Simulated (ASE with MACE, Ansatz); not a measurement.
# Boundary energy of Σ9 (221)[1-10] symmetric tilt boundary in W (40 atoms)

What is the boundary energy of this cell, counted against the bulk crystal, and how far does it hang on functional and mesh?

Calculated with Ansatz 0.2.0: Kohn-Sham DFT, PBE, PAW (set soft_2), plane waves; cutoff 420 eV, fermi-dirac smearing of 0.1 eV. Cutoffs: 420 eV for PBE and PBEsol; 500 eV for r2SCAN.

**The cells**

The cell holds 40 atoms: 40 W. Cell: a = 7.122 Å, b = 7.122 Å, c = 21.891 Å, α = 90.0°, β = 90.0°, γ = 36.9°. It derives from W. The starting structure: Two grains of W, one the mirror image of the other in the boundary plane, two boundaries a cell; of 4 trial joints (lateral shifts, openings, close atoms taken out) the lowest after a short relaxation with the MACE-MP-0b2 potential was kept (shift [0.5, 0.0] of the surface cell, opening 0.97 Å, one of each pair under 1.93 Å removed), then its atoms and the cell's length along the normal were relaxed with that potential. Lattice constants are starting values near those of PBE.

The bulk reference is W2 in a cell of 2 atoms, 16.155 Å³ an atom.

The input of the single point on the relaxed cell:

```yaml
crystal:
  lattice:
    - [7.12188, 0.0, 0.0]
    - [5.6975, 4.27313, 0.0]
    - [0.0, 0.0, 21.89069]
  atoms:
    - { symbol: W, position: [0.75823, 0.78093, 0.00449] }
    - { symbol: W, position: [0.16462, 0.17354, 0.0195] }
    - { symbol: W, position: [0.56621, 0.54287, 0.05157] }
    - { symbol: W, position: [0.94703, 0.9409, 0.06942] }
    [... 34 atom lines left out ...]
    - { symbol: W, position: [0.27982, 0.77091, 0.5195] }
    - { symbol: W, position: [0.68622, 0.16352, 0.50449] }
kpoints:
  mp_grid: { grid: [8, 8, 2] }
hamiltonian:
  xc: pbe
scf:
  occupations: { method: fermi_dirac, width: 0.1 }
output:
  forces: true
  stress: true
  populations: true
  dos:
    method: { smearing: { sigma: 0.08 } }
    de: 0.1
    projected:
      site_lists:
        W: [W]
        lower_grain: [... 20 sites ...]
        upper_grain: [... 20 sites ...]
  eigenvalues: true
  write_density: true
  write_potential: true
  volumetric_format: npy
```

```
                                           cell  formula                    k-mesh  relaxation steps  gain on relaxing (eV)  free energy, PBE (eV)  time of its runs on this page
Sigma9 (221)[1-10] symmetric tilt boundary in W      W40  8×8×2 (relaxed on 6×6×1)                 7                   4.46            -415381.983                           67 s
                                         bulk W       W2                  17×17×17                 -                      -             -20769.662                          8.5 s
```

**Boundary energy**

The excess is the cell's free energy less 20 times that of the bulk cell. It is divided by twice the area, as the cell holds two boundaries, so the value is their mean, and they need not be alike (30.43 Å²), with 1 eV/Å² = 16.022 J/m².

| level | k-mesh | excess (eV) | boundary energy (J/m²) | per area (meV/Å²) |
| --- | --- | --- | --- | --- |
| PBE | 8×8×2 | 11.253 | 2.962 | 184.9 |
| PBE, denser mesh | 11×11×2 | 11.255 | 2.963 | 184.9 |
| r2SCAN | 8×8×2 | 12.286 | 3.234 | 201.9 |
| PBEsol | 8×8×2 | 11.700 | 3.080 | 192.2 |

Worked for the first row at PBE: (-415381.983) − 20 × (-20769.662) = 11.253 eV (from unrounded energies).

Then 11.253 / (2 × 30.43) × 16.022 = 2.962 J/m².

**Findings**

At PBE the boundary energy is 2.96 J/m². At the same geometries the levels give 2.96 (PBE) to 3.23 J/m² (r2SCAN) and the denser mesh leaves it within 0.01 J/m². Relaxing the atoms lowered it by 1.175 J/m² from the start (on the 6×6×1 mesh of the relaxation), and the farthest atom moved 0.47 Å.

Limits: The cell edges were held, so the lattice is the typed one for every functional, and the length along the normal is the one that the machine-learned potential gave. Cell and bulk are sampled on unlike meshes, and the error grows with the number of atoms subtracted. These are free energies under a smearing of 0.1 eV, whose entropy term isn't removed. The joint was picked among a few trials by a machine-learned potential, and a lower one may exist. Spin–orbit coupling is left out, which matters for the levels of the heavy elements. In some runs the program notes that positions were snapped to a detected symmetry.

[Logs are printed without paths, hosts, clocks, repeated set-up lines and the standing remarks that a program may print on its own settings, such as how far it seeks lower states.]

[Hosts, paths, dates, database ids (printed as entryN), source tags and the programs' standing remarks are cut or masked in the printed files.]
